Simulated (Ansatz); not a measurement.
# How fast states decay through Ca3CdTe2O2, part 2 of 3

Wanted: the relaxed cell of Ca3CdTe2O2, its band edges and its decay constants. It is built by putting Te for part of the O in the Ca3CdO4 structure of space group Cmmm, with the volume rescaled by atomic radii. The parent structure comes from the Materials Project.

Ansatz 0.2.0; PBE DFT, plane waves, PAW files (the session's first sound run).

So far. Step 2 (Cell and atoms at rest): The largest force component on a free atom ends at 6.6e-4 eV/Å.

The structure was built from a prototype and need not be the compound's stable phase.

### 3. The bulk crystal and its band edges

The energy window and the wavevectors of the next steps follow from the band edges, so these are searched first, off the mesh as well.

Contents of input.yaml:

```yaml
crystal:
  lattice:
    - [4.054232188, -5.9621563052, 0.0]
    - [4.054232188, 5.9621563052, 0.0]
    - [0.0, 0.0, 4.070642666]
  atoms:
    - { symbol: Ca, position: [0.5, 0.5, 0.0] }
    - { symbol: Ca, position: [0.5, 0.0, 0.5] }
    - { symbol: Ca, position: [0.0, 0.5, 0.5] }
    - { symbol: Cd, position: [0.0, 0.0, 0.0] }
    - { symbol: O, position: [0.2923816178, 0.7076183822, 0.0] }
    - { symbol: Te, position: [0.2326922985, 0.2326922985, 0.5] }
    - { symbol: Te, position: [0.7673077015, 0.7673077015, 0.5] }
    - { symbol: O, position: [0.7076183822, 0.2923816178, 0.0] }
kpoints:
  mp_grid: { grid: [4, 4, 6] }
  band_path: { path: [VBM, CBM], npoints: 30 }
scf:
  occupations: { method: fixed }
hamiltonian:
  xc: pbe
output:
  eigenvalues: true
  write_potential: true
  write_density: true
  volumetric_format: npy
```

Run with:

```bash
$ ansatz run input.yaml --threads 2 --pin off --max-ram 4096MiB --backend cpu --events-out ev --progress --plain --runs-dir out
```

Numbers of over 12 decimals in the logs are rounded to 6 here.

The program printed:

```text
[...]
Crystal: 8 atoms, lattice volume = 196.791 Å³
Basis set: ecut = 420 eV, 3835 PW (Γ)
Bands: 57, of which v1, the nominal top of the filled ones, is band 47 counted from 1 (46 counted from 0)
Symmetry: 8 space group operations
[...]
k-points: 28 of 96
[...]
SCF iter   1: F=—  HF=-28805.633677 eV  |F-HF|=—  |Δ(HF+E_count)|=         —  Δρ=2.42e-3  dr2=1.77e-2  ethr=1.77e-3  ⟨swp⟩=5.2  Hψ=5329  notcnv=0  defer=202
[...]
SCF iter   8: F=-28805.630937 eV  HF=-28805.630936 eV  |F-HF|=3.77e-9  |Δ(HF+E_count)|=   1.86e-8  Δρ=2.18e-6  dr2=8.21e-9  ethr=1.06e-10  ⟨swp⟩=16.9  Hψ=8793  notcnv=0
SCF 1 converged in 8 iterations: F = -28805.630937 eV  dr2 = 8.21e-9
[...]
NSCF: frozen V_eff on 52 k-points
[...]
SCF converged after 8 iterations
Free energy (F): -28805.630937 eV
[...]
Internal energy: -28805.630937 eV  (E = F + TS)
E sigma→0 (E₀):  -28805.630937 eV
Fermi energy:    7.472405 eV
[...]
--- Band table (eV; the first three rows and the last of 28) ---
  k-point 0: bands = [... 43 lower, 6.7504, 7.1221, 7.1523, 7.2214, 8.9957, 9.8041, 10.0837, 10.2303, ... 6 higher]
  k-point 1: bands = [... 43 lower, 6.5401, 6.7438, 7.1395, 7.3616, 9.6790, 10.1398, 10.4340, 10.6839, ... 6 higher]
  k-point 2: bands = [... 43 lower, 6.5238, 6.5750, 6.8616, 7.1427, 9.2978, 9.9743, 10.9794, 11.1162, ... 6 higher]
  k-point 27: bands = [... 43 lower, 6.6323, 6.6561, 6.8121, 6.8336, 8.4188, 9.6534, 9.8699, 10.0584, ... 6 higher]
```

Wall time 43 s (2 threads of Arm Neoverse V2, shared host); peak memory 0.58 GiB; 85 s of CPU time.

The column dr2 measures how far the density is from self-consistency, as an energy; F and HF (Harris–Foulkes) agree once it is small.

This step gave:

```
free energy         : -28805.6309 eV
Fermi energy        : 7.472 eV
gap on the k-mesh   : 0.9464 eV
gap on path         : 0.9444 eV, by band count; negative where bands overlap
direct gap on path  : 1.585 eV
edge places on path : 0, 0.8709 1/A along the path
```

Electronic bands along the path, in eV, zero at the Fermi level (highest filled level under fixed occupations); v1 is the highest filled band, c1 the lowest empty one:

| point | v4 | v3 | v2 | v1 | c1 | c2 | c3 | c4 |
| --- | --- | --- | --- | --- | --- | --- | --- | --- |
| VBM | -0.74 | -0.70 | -0.48 | 0.00 | 2.63 | 2.66 | 2.89 | 3.34 |
| halfway | -0.78 | -0.75 | -0.66 | -0.63 | 2.16 | 2.51 | 3.18 | 3.48 |
| CBM | -0.84 | -0.82 | -0.66 | -0.64 | 0.95 | 2.18 | 2.40 | 2.59 |

The searched edges give 0.944 eV, against 0.946 eV on the mesh.

### 4. Complex bands, plane (001), k-mesh 4×4×6

This step: PBE DFT, plane waves, PAW files; complex bands by layer matching along the plane's normal (Ansatz 0.2.0).

The same crystal is laid in a cell whose first two vectors span the (001) plane (indices of the standard conventional cell, whose axes can be ordered otherwise than in the bulk input). At fixed energy and wavevector in the plane the solver finds all kz, real and complex. A few wavevectors are listed, (0, 0) and (-0.5, -0.5) in units of the plane's reciprocal vectors; the slowest state needn't be among them.

input.yaml, as its differences from that of step 3:

```diff
@@ -2,4 +2,4 @@
   lattice:
-    - [4.054232188, -5.9621563052, 0.0]
-    - [4.054232188, 5.9621563052, 0.0]
+    - [7.210000447, 0.0, 0.0]
+    - [-2.650555893, 6.705121915, 0.0]
     - [0.0, 0.0, 4.070642666]
@@ -16,3 +16,2 @@
   mp_grid: { grid: [4, 4, 6] }
-  band_path: { path: [VBM, CBM], npoints: 30 }
 scf:
@@ -23,4 +22,6 @@
   eigenvalues: true
-  write_potential: true
-  write_density: true
-  volumetric_format: npy
+  transmission:
+    leads: [[0, 0]]
+    kpoints: [[0.0, 0.0], [-0.5, -0.5]]
+    e_range: [-1.0, 1.94]
+    de: 0.05
```

The program printed:

```text
[...]
Crystal: 8 atoms, lattice volume = 196.791 Å³
Basis set: ecut = 420 eV, 3835 PW (Γ)
Bands: 57, of which v1, the nominal top of the filled ones, is band 47 counted from 1 (46 counted from 0)
Symmetry: 8 space group operations
[...]
k-points: 28 of 96
[...]
SCF iter   1: F=—  HF=-28805.633656 eV  |F-HF|=—  |Δ(HF+E_count)|=         —  Δρ=2.43e-3  dr2=1.78e-2  ethr=1.77e-3  ⟨swp⟩=5.2  Hψ=5321  notcnv=0  defer=201
[...]
SCF iter   8: F=-28805.630937 eV  HF=-28805.630936 eV  |F-HF|=3.70e-9  |Δ(HF+E_count)|=   1.81e-8  Δρ=2.21e-6  dr2=8.52e-9  ethr=1.06e-10  ⟨swp⟩=16.9  Hψ=8695  notcnv=0
SCF 1 converged in 8 iterations: F = -28805.630937 eV  dr2 = 8.52e-9
[...]
transmission: 6 of 12 steps passed
transmission: 12 of 12 steps passed
SCF converged after 8 iterations
Free energy (F): -28805.630937 eV
[...]
Internal energy: -28805.630937 eV  (E = F + TS)
E sigma→0 (E₀):  -28805.630937 eV
Fermi energy:    7.472406 eV
[...]
--- Band table (eV; the first three rows and the last of 28) ---
  k-point 0: bands = [... 43 lower, 6.7504, 7.1221, 7.1523, 7.2214, 8.9957, 9.8041, 10.0837, 10.2303, ... 6 higher]
  k-point 1: bands = [... 43 lower, 6.5401, 6.7438, 7.1395, 7.3616, 9.6790, 10.1398, 10.4340, 10.6839, ... 6 higher]
  k-point 2: bands = [... 43 lower, 6.5238, 6.5750, 6.8616, 7.1427, 9.2978, 9.9743, 10.9794, 11.1162, ... 6 higher]
  k-point 27: bands = [... 43 lower, 6.6323, 6.6561, 6.8121, 6.8336, 8.4188, 9.6534, 9.8699, 10.0584, ... 6 higher]
--- Transmission ---
  basis      : 423 plane waves across, 6 finite elements along
  points     : 2, as listed
  energies   : 59 from -1.000000 to 1.900000 eV about the Fermi level, 0.050000 eV apart; the leads are filled to 0.473184 eV, and channels, transmission and decay are at 0.450000 eV
  crystal 0  : Ca3Cd1O2Te2, at the sites [0, 0], period 4.0706 Å: whole cells are its period
    offset         : up to 0.0000 Å between an atom of the period and one for which it stands
    channels       : 0.000000e0 a spin
    conductance    : none, the energies end too early or step too widely for 300 K: set another output.transmission.e_range or a lower de, or, where they end at an eighth of basis.ecutwfc, a higher one
    slowest decay  : 0.1392 /Å at (0.0000, 0.0000)
```

Wall time 3.2 min (2 threads); peak memory 1.9 GiB; 6.3 min of CPU time.

Numbers from this step:

| Property | Result |
| --- | --- |
| level to which the leads are filled | 0.4732 eV from the Fermi level |
| decay constant at the filling level, zone centre | 0.1392 Å⁻¹ |
| decay constant at the filling level, slowest listed point | 0.1392 Å⁻¹ |

K parallel (0, 0); values up to 1.5 1/Å, a degenerate pair printed once or twice; energies at which all values exceed this have no row. Im kz of the slowest decaying states against energy, zero at the highest filled level on the SCF mesh:

| energy (eV) | decay 1 (Å⁻¹) | decay 2 (Å⁻¹) | decay 3 (Å⁻¹) | decay 4 (Å⁻¹) |
| --- | --- | --- | --- | --- |
| -1.000 | 0.0203 | 0.127 | 0.245 | 0.299 |
| -0.800 | 0.0925 | 0.163 | 0.322 | 0.430 |
| -0.600 | 0.0638 | 0.0803 | 0.185 | 0.294 |
| -0.400 | 0.0585 | 0.213 | 0.376 | 0.454 |
| -0.200 | 0.0970 | 0.215 | 0.245 | 0.422 |
| 0.000 | 0.125 | 0.148 | 0.272 | 0.490 |
| 0.200 | 0.136 | 0.232 | 0.291 | 0.424 |
| 0.400 | 0.139 | 0.281 | 0.304 | 0.351 |
| 0.600 | 0.137 | 0.300 | 0.310 | 0.314 |
| 0.800 | 0.131 | 0.250 | 0.311 | 0.339 |
| 1.000 | 0.119 | 0.195 | 0.306 | 0.356 |
| 1.200 | 0.100 | 0.118 | 0.295 | 0.369 |
| 1.400 | 0.0665 | 0.277 | 0.378 | 0.481 |
| 1.600 | 0.251 | 0.383 | 0.426 | 0.452 |
| 1.800 | 0.215 | 0.367 | 0.385 | 0.410 |

K parallel (0, 0). The Re kz of states that move upwards by energy, zero at the highest filled level on the SCF mesh:

| energy (eV) | channel 1 (Å⁻¹) | channel 2 (Å⁻¹) | channel 3 (Å⁻¹) | channel 4 (Å⁻¹) | channel 5 (Å⁻¹) |
| --- | --- | --- | --- | --- | --- |
| -1.00 | -0.576 | -0.342 | -0.273 | -0.255 | - |
| -0.90 | -0.697 | -0.446 | -0.212 | -0.151 | 0.509 |
| -0.75 | -0.603 | -0.271 | -0.0393 | - | - |
| -0.65 | -0.540 | -0.209 | - | - | - |
| -0.55 | -0.738 | -0.471 | -0.155 | - | - |
| -0.40 | -0.572 | -0.340 | -0.0664 | - | - |
| -0.30 | -0.490 | -0.200 | 0.0368 | - | - |
| -0.20 | -0.401 | 0.112 | - | - | - |
| -0.05 | - | - | - | - | - |
| 0.00 | - | - | - | - | - |
| 0.05 | - | - | - | - | - |
| 0.15 | - | - | - | - | - |
| 0.30 | - | - | - | - | - |
| 0.40 | - | - | - | - | - |
| 0.50 | - | - | - | - | - |
| 0.60 | - | - | - | - | - |
| 0.75 | - | - | - | - | - |
| 0.85 | - | - | - | - | - |
| 0.95 | - | - | - | - | - |
| 1.10 | - | - | - | - | - |
| 1.20 | - | - | - | - | - |
| 1.30 | - | - | - | - | - |
| 1.45 | -0.644 | - | - | - | - |
| 1.55 | -0.602 | 0.0330 | - | - | - |
| 1.65 | -0.567 | 0.0749 | - | - | - |
| 1.80 | -0.522 | 0.120 | - | - | - |
| 1.90 | -0.493 | 0.148 | - | - | - |

K parallel (-0.5, -0.5); values up to 1.5 1/Å, a degenerate pair printed once or twice; energies at which all values exceed this have no row. The Im kz of the slowest decaying states by energy, zero at the highest filled level on the SCF mesh:

| energy (eV) | decay 1 (Å⁻¹) | decay 2 (Å⁻¹) | decay 3 (Å⁻¹) | decay 4 (Å⁻¹) |
| --- | --- | --- | --- | --- |
| -1.00 | 0.0345 | 0.0874 | 0.260 | 0.313 |
| -0.90 | 0.0343 | 0.0577 | 0.113 | 0.308 |
| -0.75 | 0.0606 | 0.0630 | 0.190 | 0.267 |
| -0.65 | 0.0339 | 0.168 | 0.227 | 0.331 |
| -0.55 | 0.0337 | 0.186 | 0.210 | 0.242 |
| -0.40 | 0.151 | 0.177 | 0.192 | 0.251 |
| -0.30 | 0.112 | 0.194 | 0.219 | 0.251 |
| -0.20 | 0.196 | 0.197 | 0.248 | 0.249 |
| -0.05 | 0.197 | 0.240 | 0.267 | 0.283 |
| 0.00 | 0.197 | 0.236 | 0.284 | 0.292 |
| 0.05 | 0.197 | 0.232 | 0.299 | 0.300 |
| 0.15 | 0.197 | 0.223 | 0.314 | 0.324 |
| 0.30 | 0.197 | 0.206 | 0.330 | 0.354 |
| 0.40 | 0.193 | 0.196 | 0.339 | 0.369 |
| 0.50 | 0.177 | 0.195 | 0.347 | 0.383 |
| 0.60 | 0.158 | 0.193 | 0.352 | 0.394 |
| 0.75 | 0.121 | 0.190 | 0.359 | 0.408 |
| 0.85 | 0.0858 | 0.187 | 0.362 | 0.413 |
| 0.95 | 0.184 | 0.364 | 0.406 | 0.422 |
| 1.10 | 0.178 | 0.365 | 0.392 | 0.429 |
| 1.20 | 0.173 | 0.365 | 0.381 | 0.431 |
| 1.30 | 0.167 | 0.364 | 0.369 | 0.419 |
| 1.45 | 0.157 | 0.347 | 0.361 | 0.399 |
| 1.55 | 0.150 | 0.329 | 0.358 | 0.384 |
| 1.65 | 0.140 | 0.308 | 0.354 | 0.368 |
| 1.80 | 0.122 | 0.270 | 0.341 | 0.346 |
| 1.90 | 0.105 | 0.237 | 0.322 | 0.340 |

K parallel (-0.5, -0.5). Re kz of states that move upwards against energy, zero at the highest filled level on the SCF mesh:

| energy (eV) | channel 1 (Å⁻¹) | channel 2 (Å⁻¹) | channel 3 (Å⁻¹) | channel 4 (Å⁻¹) | channel 5 (Å⁻¹) |
| --- | --- | --- | --- | --- | --- |
| -1.000 | -0.431 | 0.0490 | 0.197 | 0.583 | - |
| -0.800 | -0.542 | -0.278 | -0.263 | 0.428 | - |
| -0.600 | -0.673 | -0.335 | -0.104 | 0.0367 | - |
| -0.400 | -0.447 | 0.179 | - | - | - |
| -0.200 | - | - | - | - | - |
| 0.000 | - | - | - | - | - |
| 0.200 | - | - | - | - | - |
| 0.400 | - | - | - | - | - |
| 0.600 | - | - | - | - | - |
| 0.800 | - | - | - | - | - |
| 1.000 | -0.706 | - | - | - | - |
| 1.200 | -0.626 | - | - | - | - |
| 1.400 | -0.572 | - | - | - | - |
| 1.600 | -0.526 | - | - | - | - |
| 1.800 | -0.482 | - | - | - | - |

At the listed wavevectors the last open channel is at -0.15 eV and the next at +0.95 eV on the grid. At +0.45 eV, the grid energy nearest the filling level (the middle of the gap on the SCF mesh), the slowest state at the listed wavevectors decays with κ = 0.139 Å⁻¹, its amplitude falling by e over 7.2 Å. Through 1 nm of this crystal that state's transmission falls by exp(−2 × 0.139 Å⁻¹ × 10 Å) = 0.062.

### 5. Complex bands, plane (010), k-mesh 6×4×4

The same for the (010) plane, at (0, 0), (-0.5, 0) and (0, 0.4792), to see how the decay depends on direction.

Contents of input.yaml:

```yaml
crystal:
  lattice:
    - [4.070642666, 0.0, 0.0]
    - [0.0, 8.108464376, 0.0]
    - [0.0, 4.054232188, 5.962156305]
  atoms:
    - { symbol: Ca, position: [0.0, 0.5, 0.0] }
    - { symbol: Ca, position: [0.5, 0.5, 0.5] }
    - { symbol: Ca, position: [0.5, 0.0, 0.5] }
    - { symbol: Cd, position: [0.0, 0.0, 0.0] }
    - { symbol: O, position: [0.0, 0.2923816178, 0.4152367644] }
    - { symbol: Te, position: [0.5, 0.2326922985, 0.0] }
    - { symbol: Te, position: [0.5, 0.7673077015, 0.0] }
    - { symbol: O, position: [0.0, 0.7076183822, 0.5847632356] }
kpoints:
  mp_grid: { grid: [6, 4, 4] }
scf:
  occupations: { method: fixed }
hamiltonian:
  xc: pbe
output:
  eigenvalues: true
  transmission:
    leads: [[0, 0]]
    kpoints: [[0.0, 0.0], [-0.5, 0.0], [0.0, 0.4792]]
    e_range: [-1.0, 1.94]
    de: 0.07
```

The program printed:

```text
[...]
Crystal: 8 atoms, lattice volume = 196.791 Å³
Basis set: ecut = 420 eV, 3835 PW (Γ)
Bands: 57, of which v1, the nominal top of the filled ones, is band 47 counted from 1 (46 counted from 0)
Symmetry: 8 space group operations
[...]
k-points: 28 of 96
[...]
SCF iter   1: F=—  HF=-28805.633468 eV  |F-HF|=—  |Δ(HF+E_count)|=         —  Δρ=2.44e-3  dr2=1.79e-2  ethr=1.77e-3  ⟨swp⟩=5.2  Hψ=5307  notcnv=0  defer=204
[...]
SCF iter   8: F=-28805.630929 eV  HF=-28805.630929 eV  |F-HF|=3.81e-9  |Δ(HF+E_count)|=   1.80e-8  Δρ=2.27e-6  dr2=8.98e-9  ethr=1.06e-10  ⟨swp⟩=17.0  Hψ=8670  notcnv=0
SCF 1 converged in 8 iterations: F = -28805.630929 eV  dr2 = 8.98e-9
[...]
transmission: 8 of 24 steps passed
transmission: 16 of 24 steps passed
transmission: 24 of 24 steps passed
SCF converged after 8 iterations
Free energy (F): -28805.630929 eV
[...]
Internal energy: -28805.630929 eV  (E = F + TS)
E sigma→0 (E₀):  -28805.630929 eV
Fermi energy:    7.472405 eV
[...]
--- Band table (eV; the first three rows and the last of 28) ---
  k-point 0: bands = [... 43 lower, 6.7504, 7.1221, 7.1523, 7.2214, 8.9957, 9.8041, 10.0837, 10.2303, ... 6 higher]
  k-point 1: bands = [... 43 lower, 6.7977, 6.7981, 7.0299, 7.0631, 9.2929, 9.9465, 10.0379, 10.8634, ... 6 higher]
  k-point 2: bands = [... 43 lower, 6.7419, 6.8480, 6.9185, 7.0351, 9.5796, 10.1173, 10.2226, 10.6812, ... 6 higher]
  k-point 27: bands = [... 43 lower, 6.5256, 6.5877, 6.7087, 6.9209, 9.5300, 9.7002, 10.7251, 10.8177, ... 6 higher]
--- Transmission ---
  basis      : 287 plane waves across, 8 finite elements along
  points     : 3, as listed
[...]
crystal 0  : Ca3Cd1Te2O2, at the sites [0, 0], period 5.9622 Å: whole cells are its period
[...]
channels       : 0.000000e0 a spin
[...]
slowest decay  : 0.1865 /Å at (0.0000, 0.0000)
```

It took 76 s on 2 threads; peak memory 1 GiB.

Numbers from this step:

```
decay constant at the filling level, zone centre          : 0.1865 Å⁻¹
decay constant at the filling level, slowest listed point : 0.1865 Å⁻¹
```

(Continued in part 3 of 3.)

[Logs are printed without paths, hosts, clocks, repeated set-up lines and the standing remarks that a program may print on its own settings, such as how far it seeks lower states.]

[Hosts, paths, dates, database ids (printed as entryN), source tags and the programs' standing remarks are cut or masked in the printed files.]
